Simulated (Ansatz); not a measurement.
# Ca on Cu(100): change of the work function, part 2 of 3

Aim: the work function of Cu(100) at several coverages of Ca (hollow site), and the dipole that each adsorbate carries.

Ansatz 0.2.0; plane-wave DFT, PBE, Ansatz PAW.

So far, work function, upper face (eV): step 2 (the clean slab) 4.57.

**3. The covered slab, k-mesh 4×4×1, coverage 0.111 ML**

System of this step: Ca/Cu(100). The cell holds 37 atoms: 36 Cu and 1 Ca. Its edges and angles: a = 7.658 Å, b = 7.658 Å, c = 26.027 Å, α = 90.0°, β = 90.0°, γ = 90.0°. Vacuum lies along c.

The clean slab as it ended is repeated in the plane and the adsorbate is set on one face; the cell's size fixes the coverage, and the k-mesh shrinks with it to keep the sampling density about even. Adsorbate and upper layers relax, since the dipole depends on the height.

input.yaml

```yaml
crystal:
  lattice:
    - [7.6579664403, 0.0, 0.0]
    - [0.0, 7.6579664403, 0.0]
    - [0.0, 0.0, 26.0268191479]
  atoms:
    - { symbol: Cu, position: [0.1666666667, 0.1666666667, 0.3457971544] }
    - { symbol: Cu, position: [0.0, 0.0, 0.4151486949] }
    - { symbol: Cu, position: [0.1666666667, 0.1666666667, 0.4857039906] }
    - { symbol: Cu, position: [0.0, 0.0, 0.5539658675] }
    - { symbol: Cu, position: [0.1666666667, 0.5, 0.3457971544] }
    - { symbol: Cu, position: [0.0, 0.3333333333, 0.4151486949] }
    - { symbol: Cu, position: [0.1666666667, 0.5, 0.4857039906] }
    - { symbol: Cu, position: [0.0, 0.3333333333, 0.5539658675] }
    - { symbol: Cu, position: [0.1666666667, 0.8333333333, 0.3457971544] }
    - { symbol: Cu, position: [0.0, 0.6666666667, 0.4151486949] }
    - { symbol: Cu, position: [0.1666666667, 0.8333333333, 0.4857039906] }
    - { symbol: Cu, position: [0.0, 0.6666666667, 0.5539658675] }
    - { symbol: Cu, position: [0.5, 0.1666666667, 0.3457971544] }
    - { symbol: Cu, position: [0.3333333333, 0.0, 0.4151486949] }
    - { symbol: Cu, position: [0.5, 0.1666666667, 0.4857039906] }
    - { symbol: Cu, position: [0.3333333333, 0.0, 0.5539658675] }
    - { symbol: Cu, position: [0.5, 0.5, 0.3457971544] }
    - { symbol: Cu, position: [0.3333333333, 0.3333333333, 0.4151486949] }
    - { symbol: Cu, position: [0.5, 0.5, 0.4857039906] }
    - { symbol: Cu, position: [0.3333333333, 0.3333333333, 0.5539658675] }
    - { symbol: Cu, position: [0.5, 0.8333333333, 0.3457971544] }
    - { symbol: Cu, position: [0.3333333333, 0.6666666667, 0.4151486949] }
    - { symbol: Cu, position: [0.5, 0.8333333333, 0.4857039906] }
    - { symbol: Cu, position: [0.3333333333, 0.6666666667, 0.5539658675] }
    - { symbol: Cu, position: [0.8333333333, 0.1666666667, 0.3457971544] }
    - { symbol: Cu, position: [0.6666666667, 0.0, 0.4151486949] }
    - { symbol: Cu, position: [0.8333333333, 0.1666666667, 0.4857039906] }
    - { symbol: Cu, position: [0.6666666667, 0.0, 0.5539658675] }
    - { symbol: Cu, position: [0.8333333333, 0.5, 0.3457971544] }
    - { symbol: Cu, position: [0.6666666667, 0.3333333333, 0.4151486949] }
    - { symbol: Cu, position: [0.8333333333, 0.5, 0.4857039906] }
    - { symbol: Cu, position: [0.6666666667, 0.3333333333, 0.5539658675] }
    - { symbol: Cu, position: [0.8333333333, 0.8333333333, 0.3457971544] }
    - { symbol: Cu, position: [0.6666666667, 0.6666666667, 0.4151486949] }
    - { symbol: Cu, position: [0.8333333333, 0.8333333333, 0.4857039906] }
    - { symbol: Cu, position: [0.6666666667, 0.6666666667, 0.5539658675] }
    - { symbol: Ca, position: [0.1666666667, 0.1666666667, 0.6542028456] }
kpoints:
  mp_grid: { grid: [4, 4, 1] }
hamiltonian:
  xc: pbe
scf:
  occupations: { method: fermi_dirac, width: 0.1 }
  convergence: { dr2_threshold: 1.0e-08 }
efield:
  axis: 3
  dipole_correction: true
  ramp_position: 0.97
  ramp_width: 0.06
relax:
  f_tol: 0.02
  max_steps: 60
  constraints:
    - { sites: [0, 1, 4, 5, 8, 9, 12, 13, 16, 17, 20, 21, 24, 25, 28, 29, 32, 33] }
output:
  write_potential: true
  write_density: true
  volumetric_format: npy
```

Command:

```bash
> ansatz run input.yaml --threads 4 --pin off --max-ram 16384MiB --backend cpu --events-out ev --progress --plain --runs-dir out
```

What it wrote:

```text
[...]
Crystal: 37 atoms, lattice volume = 1526.328 Å³
Basis set: ecut = 420 eV, 29835 PW (Γ), exchange–correlation on 108×108×360 points (8 copies of the dense FFT grid, shifted against one another)
Bands: 417, of which v1, the nominal top of the filled ones, is band 347 counted from 1 (346 counted from 0)
Symmetry: 8 space group operations
[...]
k-points: 6 of 16
[...]
SCF iter   1: F=—  HF=-240312.743174 eV  |F-HF|=—  |Δ(HF+E_count)|=         —  Δρ=2.69e-3  dr2=1.80e0  ethr=1.77e-3  p=0.691 e·Å  D=8.19e-2 V/Å  ΔV_dip=-2.13 eV  dr2_dipole=7.26e-1  V_vac-E_F(+/−)=2.41/4.54 eV  ⟨swp⟩=7.5  Hψ=10840  notcnv=0  defer=198
[...]
SCF iter  15: F=-240312.703471 eV  HF=-240312.703471 eV  |F-HF|=2.04e-8  |Δ(HF+E_count)|=   3.25e-8  Δρ=3.08e-7  dr2=2.10e-9  ethr=1.44e-12  p=0.620 e·Å  D=7.35e-2 V/Å  ΔV_dip=-1.91 eV  dr2_dipole=1.47e-10  V_vac-E_F(+/−)=2.60/4.52 eV  ⟨swp⟩=9.0  Hψ=15671  notcnv=0
SCF 1 converged in 15 iterations: F = -240312.703471 eV  dr2 = 2.10e-9
[...]
relax step   1: F+E_penalty+E_count = -240312.70347124 eV  Δ(F+E_penalty+E_count) = +0.000e0 eV  max|allowed force component| = 1.215e0 eV/Å  Δτ_max = 0.0000 Å  (15 SCF iters, accepted)
[...]
SCF iter   1: F=—  HF=-240312.929936 eV  |F-HF|=—  |Δ(HF+E_count)|=         —  Δρ=1.64e-3  dr2=7.44e-2  ethr=6.58e-6  p=0.620 e·Å  D=7.35e-2 V/Å  ΔV_dip=-1.91 eV  dr2_dipole=7.54e-4  V_vac-E_F(+/−)=2.61/4.52 eV  ⟨swp⟩=3.0  Hψ=10673  notcnv=0  defer=186
[...]
eigensolver tolerance schedule calibrated: the retry pair's looser diagonalisation under-reported the residual by θ = 0.39 (0.14/decade); ethr = c·dr2/N_el runs at the constant in force after the calibration composes with the one it found (an armed cap, an earlier calibration), c = 4.8e-2
[...]
SCF iter   2: F=—  HF=-240312.928308 eV  |F-HF|=—  |Δ(HF+E_count)|=   1.63e-3  Δρ=2.77e-3  dr2=8.27e-2  ethr=5.14e-6  p=0.657 e·Å  D=7.79e-2 V/Å  ΔV_dip=-2.03 eV  dr2_dipole=2.20e-5  V_vac-E_F(+/−)=2.50/4.53 eV  ⟨swp⟩=3.0  Hψ=5489  notcnv=0  defer=186
[...]
SCF iter  12: F=-240312.915792 eV  HF=-240312.915792 eV  |F-HF|=1.99e-8  |Δ(HF+E_count)|=   6.55e-9  Δρ=7.85e-7  dr2=8.45e-9  ethr=1.00e-12  p=0.648 e·Å  D=7.69e-2 V/Å  ΔV_dip=-2.00 eV  dr2_dipole=8.53e-10  V_vac-E_F(+/−)=2.52/4.52 eV  ⟨swp⟩=9.0  Hψ=15861  notcnv=0
SCF 2 converged in 12 iterations: F = -240312.915792 eV  dr2 = 8.45e-9
relax step   2: F+E_penalty+E_count = -240312.91579171 eV  Δ(F+E_penalty+E_count) = -2.123e-1 eV  max|allowed force component| = 8.255e-1 eV/Å  Δτ_max = 0.1952 Å  (12 SCF iters, accepted)
SCF iter   1: F=—  HF=-240312.999162 eV  |F-HF|=—  |Δ(HF+E_count)|=         —  Δρ=3.01e-3  dr2=8.70e-2  ethr=1.30e-4  p=0.648 e·Å  D=7.69e-2 V/Å  ΔV_dip=-2.00 eV  dr2_dipole=5.99e-5  V_vac-E_F(+/−)=2.53/4.53 eV  ⟨swp⟩=7.0  Hψ=9020  notcnv=0  defer=224
[...]
SCF iter  13: F=-240312.968830 eV  HF=-240312.968830 eV  |F-HF|=2.88e-8  |Δ(HF+E_count)|=   2.37e-8  Δρ=5.64e-7  dr2=4.72e-9  ethr=1.44e-12  p=0.654 e·Å  D=7.76e-2 V/Å  ΔV_dip=-2.02 eV  dr2_dipole=3.59e-10  V_vac-E_F(+/−)=2.51/4.53 eV  ⟨swp⟩=9.0  Hψ=16094  notcnv=0
SCF 3 converged in 13 iterations: F = -240312.968830 eV  dr2 = 4.72e-9
[...]
relax step   3: F+E_penalty+E_count = -240312.96883031 eV  Δ(F+E_penalty+E_count) = -5.304e-2 eV  max|allowed force component| = 5.156e-1 eV/Å  Δτ_max = 0.1569 Å  (13 SCF iters, accepted)
[...]
relax step   4: F+E_penalty+E_count = -240312.98128230 eV  Δ(F+E_penalty+E_count) = -1.245e-2 eV  max|allowed force component| = 6.667e-1 eV/Å  Δτ_max = 0.1944 Å  (13 SCF iters, accepted)
[...]
relax step   5: F+E_penalty+E_count = -240313.02261986 eV  Δ(F+E_penalty+E_count) = -4.134e-2 eV  max|allowed force component| = 1.530e-1 eV/Å  Δτ_max = 0.1479 Å  (12 SCF iters, accepted)
SCF iter   1: F=—  HF=-240313.025642 eV  |F-HF|=—  |Δ(HF+E_count)|=         —  Δρ=4.35e-4  dr2=3.78e-3  ethr=6.68e-6  p=0.659 e·Å  D=7.81e-2 V/Å  ΔV_dip=-2.03 eV  dr2_dipole=1.78e-4  V_vac-E_F(+/−)=2.50/4.54 eV  ⟨swp⟩=6.3  Hψ=6197  notcnv=0  defer=202
[...]
SCF iter  11: F=-240313.025643 eV  HF=-240313.025643 eV  |F-HF|=1.37e-8  |Δ(HF+E_count)|=   4.98e-8  Δρ=6.77e-7  dr2=6.65e-9  ethr=1.44e-12  p=0.658 e·Å  D=7.80e-2 V/Å  ΔV_dip=-2.03 eV  dr2_dipole=1.10e-10  V_vac-E_F(+/−)=2.51/4.54 eV  ⟨swp⟩=7.0  Hψ=16729  notcnv=0
SCF 6 converged in 11 iterations: F = -240313.025643 eV  dr2 = 6.65e-9
relax step   6: F+E_penalty+E_count = -240313.02564335 eV  Δ(F+E_penalty+E_count) = -3.023e-3 eV  max|allowed force component| = 5.348e-3 eV/Å  Δτ_max = 0.0358 Å  (11 SCF iters, accepted)
NSCF: frozen V_eff on 6 k-points
the search or the solves at the SCF's close seem to have found levels that the self-consistency loop had missed (the run counts 1). By its estimate they hold under 1e-12 electrons; where the run keeps them, the occupations were computed again with them
SCF converged after 11 iterations
Free energy (F): -240313.025643 eV
[...]
Internal energy: -240312.572718 eV  (E = F + TS)
E sigma→0 (E₀):  -240312.799180 eV
Entropy (-TS):   -0.452926 eV (-12.241 meV/atom)
Fermi energy:    2.389012 eV
Dipole field:    D = 0.077999 V/Å  (p = 0.657925 e·Å, saw-weighted, corrected)
Work function:   Φ+ = 2.5063 eV   Φ− = 4.5364 eV
[...]
--- Forces (eV/Å), atoms counted from 1 ---
  atom   1  Cu     0.00000000     0.00000000     0.11746215
  atom   2  Cu    -0.02236844    -0.02236844    -0.10444579
  atom   3  Cu    -0.00000000     0.00000000     0.00032465
  atom   4  Cu    -0.00193749    -0.00193749    -0.00041516
  atom   5  Cu     0.00000000    -0.01215489     0.11833606
  atom   6  Cu    -0.02236844     0.02236844    -0.10444579
  atom   7  Cu     0.00000000    -0.00049125     0.00000498
  atom   8  Cu    -0.00193749     0.00193749    -0.00041516
  atom   9  Cu     0.00000000     0.01215489     0.11833606
  atom  10  Cu    -0.01017487     0.00000000    -0.11760118
  atom  11  Cu     0.00000000     0.00049125     0.00000498
  atom  12  Cu    -0.00008194     0.00000000     0.00042571
  atom  13  Cu    -0.01215489     0.00000000     0.11833606
  atom  14  Cu     0.02236844    -0.02236844    -0.10444579
  atom  15  Cu    -0.00049125     0.00000000     0.00000498
  atom  16  Cu     0.00193749    -0.00193749    -0.00041516
  atom  17  Cu    -0.00966231    -0.00966231     0.11518990
  atom  18  Cu     0.02236844     0.02236844    -0.10444579
  atom  19  Cu    -0.00009297    -0.00009297    -0.00054696
  atom  20  Cu     0.00193749     0.00193749    -0.00041516
  atom  21  Cu    -0.00966231     0.00966231     0.11518990
  atom  22  Cu     0.01017487     0.00000000    -0.11760118
  atom  23  Cu    -0.00009297     0.00009297    -0.00054696
  atom  24  Cu     0.00008194     0.00000000     0.00042571
  atom  25  Cu     0.01215489     0.00000000     0.11833606
  atom  26  Cu     0.00000000    -0.01017487    -0.11760118
  atom  27  Cu     0.00049125     0.00000000     0.00000498
  atom  28  Cu     0.00000000    -0.00008194     0.00042571
  atom  29  Cu     0.00966231    -0.00966231     0.11518990
  atom  30  Cu     0.00000000     0.01017487    -0.11760118
  atom  31  Cu     0.00009297    -0.00009297    -0.00054696
  atom  32  Cu     0.00000000     0.00008194     0.00042571
  atom  33  Cu     0.00966231     0.00966231     0.11518990
  atom  34  Cu    -0.00000000     0.00000000    -0.15715818
  atom  35  Cu     0.00009297     0.00009297    -0.00054696
  atom  36  Cu    -0.00000000     0.00000000     0.00097952
  atom  37  Ca     0.00000000     0.00000000    -0.00534824
  max |Σ_I F_I| component: 5.02e-5 eV/Å
--- Band table (eV; the first three rows and the last of 6) ---
  k-point 0: bands = [... 343 lower, 1.3526, 1.7417, 1.7417, 1.8451, 1.8521, 2.4591, 2.4591, 2.4775, ... 66 higher]
  k-point 1: bands = [... 343 lower, 1.6973, 1.7252, 2.0024, 2.0995, 2.1690, 2.1834, 2.4408, 2.9461, ... 66 higher]
  k-point 2: bands = [... 343 lower, 2.0203, 2.1482, 2.2252, 2.3524, 2.4932, 2.4952, 2.6482, 2.6678, ... 66 higher]
  k-point 5: bands = [... 343 lower, 2.5968, 2.6055, 2.6164, 2.6235, 2.6235, 2.6879, 3.0960, 3.1229, ... 66 higher]
--- Relaxed structure (6 steps of the walk, 6 accepted, 0 SCFs on fresh bases) ---
  F+E_penalty+E_count = -240313.02564335 eV   max|allowed force component| = 5.348e-3 eV/Å
  atoms:
    - { symbol: Cu, position: [0.166667, 0.166667, 0.345797] }
    - { symbol: Cu, position: [1.666666e-11, 1.666666e-11, 0.4151486949] }
    - { symbol: Cu, position: [0.166667, 0.166667, 0.484760] }
    - { symbol: Cu, position: [-0.00132634, -0.00132634, 0.553951] }
    - { symbol: Cu, position: [0.166667, 0.500000, 0.345797] }
    - { symbol: Cu, position: [1.666666e-11, 0.333333, 0.4151486949] }
    - { symbol: Cu, position: [0.166667, 0.500664, 0.485508] }
    - { symbol: Cu, position: [-0.00132634, 0.334660, 0.553951] }
    - { symbol: Cu, position: [0.166667, 0.833333, 0.345797] }
    - { symbol: Cu, position: [1.666666e-11, 0.666667, 0.4151486949] }
    - { symbol: Cu, position: [0.166667, 0.832670, 0.485508] }
    - { symbol: Cu, position: [0.000491929, 0.666667, 0.555132] }
    - { symbol: Cu, position: [0.500000, 0.166667, 0.345797] }
    - { symbol: Cu, position: [0.333333, 1.666666e-11, 0.4151486949] }
    - { symbol: Cu, position: [0.500664, 0.166667, 0.485508] }
    - { symbol: Cu, position: [0.334660, -0.00132634, 0.553951] }
    - { symbol: Cu, position: [0.500000, 0.500000, 0.345797] }
    - { symbol: Cu, position: [0.333333, 0.333333, 0.4151486949] }
    - { symbol: Cu, position: [0.500508, 0.500508, 0.485758] }
    - { symbol: Cu, position: [0.334660, 0.334660, 0.553951] }
    - { symbol: Cu, position: [0.500000, 0.833333, 0.345797] }
    - { symbol: Cu, position: [0.333333, 0.666667, 0.4151486949] }
    - { symbol: Cu, position: [0.500508, 0.832826, 0.485758] }
    - { symbol: Cu, position: [0.332841, 0.666667, 0.555132] }
    - { symbol: Cu, position: [0.833333, 0.166667, 0.345797] }
    - { symbol: Cu, position: [0.666667, 1.666666e-11, 0.4151486949] }
    - { symbol: Cu, position: [0.832670, 0.166667, 0.485508] }
    - { symbol: Cu, position: [0.666667, 0.000491929, 0.555132] }
    - { symbol: Cu, position: [0.833333, 0.500000, 0.345797] }
    - { symbol: Cu, position: [0.666667, 0.333333, 0.4151486949] }
    - { symbol: Cu, position: [0.832826, 0.500508, 0.485758] }
    - { symbol: Cu, position: [0.666667, 0.332841, 0.555132] }
    - { symbol: Cu, position: [0.833333, 0.833333, 0.345797] }
    - { symbol: Cu, position: [0.666667, 0.666667, 0.4151486949] }
    - { symbol: Cu, position: [0.832826, 0.832826, 0.485758] }
    - { symbol: Cu, position: [0.666667, 0.666667, 0.554291] }
    - { symbol: Ca, position: [0.166667, 0.166667, 0.637511] }
```

Elapsed: 23 min, on 4 threads of Arm Neoverse V1, shared host; peak memory 11 GiB.

The steps of the relaxation:

| step | energy less that of the first step (eV) | largest force component (eV/Å) |
| --- | --- | --- |
| 1 | 0.0000 | 1.2154 |
| 2 | -0.2123 | 0.8255 |
| 3 | -0.2654 | 0.5156 |
| 4 | -0.2778 | 0.6667 |
| 5 | -0.3191 | 0.1530 |
| 6 | -0.3222 | 0.0053 |

Forces are held to the 8 operations that the program found; a distortion that breaks them can't arise in this run.

The atoms that moved most (Å):

| atom | dx | dy | dz | length |
| --- | --- | --- | --- | --- |
| Ca37 | 0.000 | 0.000 | -0.434 | 0.434 |
| Cu32 | 0.000 | -0.004 | 0.030 | 0.031 |
| Cu24 | -0.004 | 0.000 | 0.030 | 0.031 |
| Cu12 | 0.004 | 0.000 | 0.030 | 0.031 |
| Cu28 | 0.000 | 0.004 | 0.030 | 0.031 |
| Cu3 | 0.000 | 0.000 | -0.025 | 0.025 |
| Cu4 | -0.010 | -0.010 | 0.000 | 0.014 |
| Cu16 | 0.010 | -0.010 | 0.000 | 0.014 |

The relaxed structure:

```xyz
37
Lattice="7.6580 0.0000 0.0000 0.0000 7.6580 0.0000 0.0000 0.0000 26.0268" Properties=species:S:1:pos:R:3
Cu    1.2763    1.2763    9.0000
Cu    0.0000    0.0000   10.8050
Cu    1.2763    1.2763   12.6167
Cu   -0.0102   -0.0102   14.4176
Cu    1.2763    3.8290    9.0000
Cu    0.0000    2.5527   10.8050
Cu    1.2763    3.8341   12.6362
Cu   -0.0102    2.5628   14.4176
Cu    1.2763    6.3816    9.0000
Cu    0.0000    5.1053   10.8050
Cu    1.2763    6.3766   12.6362
Cu    0.0038    5.1053   14.4483
Cu    3.8290    1.2763    9.0000
Cu    2.5527    0.0000   10.8050
Cu    3.8341    1.2763   12.6362
Cu    2.5628   -0.0102   14.4176
Cu    3.8290    3.8290    9.0000
Cu    2.5527    2.5527   10.8050
Cu    3.8329    3.8329   12.6427
Cu    2.5628    2.5628   14.4176
Cu    3.8290    6.3816    9.0000
Cu    2.5527    5.1053   10.8050
Cu    3.8329    6.3778   12.6427
Cu    2.5489    5.1053   14.4483
Cu    6.3816    1.2763    9.0000
Cu    5.1053    0.0000   10.8050
Cu    6.3766    1.2763   12.6362
Cu    5.1053    0.0038   14.4483
Cu    6.3816    3.8290    9.0000
Cu    5.1053    2.5527   10.8050
Cu    6.3778    3.8329   12.6427
Cu    5.1053    2.5489   14.4483
Cu    6.3816    6.3816    9.0000
Cu    5.1053    5.1053   10.8050
Cu    6.3778    6.3778   12.6427
Cu    5.1053    5.1053   14.4264
Ca    1.2763    1.2763   16.5924
```

Numbers from this step:

```yaml
energy_at_zero_smearing: -240312.7992 eV
work_function_upper_face: 2.506 eV
work_function_lower_face: 4.536 eV
dipole_along_the_normal: 0.6579 e·Å
step_between_the_vacuum_levels: -2.030 eV
```

Running mean over 1.805 Å of the planar mean; the ramp of the sawtooth is left out. The electron's electrostatic potential energy less the Fermi level by z:

| z (Å) | electron's electrostatic potential energy less the Fermi level (eV) |
| --- | --- |
| 3.5 | 4.54 |
| 4.0 | 4.54 |
| 4.5 | 4.54 |
| 5.0 | 4.53 |
| 5.5 | 4.53 |
| 6.0 | 4.50 |
| 6.5 | 4.40 |
| 7.0 | 4.06 |
| 7.5 | 2.68 |
| 8.0 | -1.46 |
| 8.5 | -6.21 |
| 9.0 | -8.32 |
| 9.5 | -8.65 |
| 10.0 | -8.74 |
| 10.5 | -8.80 |
| 11.0 | -8.75 |
| 11.5 | -8.59 |
| 12.0 | -8.60 |
| 12.5 | -8.78 |
| 13.0 | -8.86 |
| 13.5 | -8.85 |
| 14.0 | -8.73 |
| 14.5 | -8.27 |
| 15.0 | -5.95 |
| 15.5 | -1.76 |
| 16.0 | 0.992 |
| 16.5 | 1.33 |
| 17.0 | 1.32 |
| 17.5 | 1.66 |
| 18.0 | 2.12 |
| 18.5 | 2.35 |
| 19.0 | 2.44 |
| 19.5 | 2.48 |
| 20.0 | 2.49 |
| 20.5 | 2.50 |
| 21.0 | 2.50 |
| 21.5 | 2.51 |
| 22.0 | 2.51 |
| 22.5 | 2.51 |

The relaxation took 6 steps and lowered the energy by 0.32 eV; the largest force on the free atoms ends at 0.0053 eV/Å.

The covered face has 2.51 eV, -2.06 eV against the clean one; the bare back face has moved by -0.05 eV, a measure of how thin the slab is.

(Part 2 of 3 ends here.)

[Long decimals in the printed logs are rounded to 6 places.]

[Logs are printed without paths, hosts, clocks, repeated set-up lines and the standing remarks that a program may print on its own settings, such as how far it seeks lower states.]

[Hosts, paths, dates, database ids (printed as entryN), source tags and the programs' standing remarks are cut or masked in the printed files.]

[Maps of the electrostatic potential energy from Ansatz leave out the sawtooth potential of an applied field or a dipole correction, so their vacuum need not be flat; planar profiles and work functions include it.]
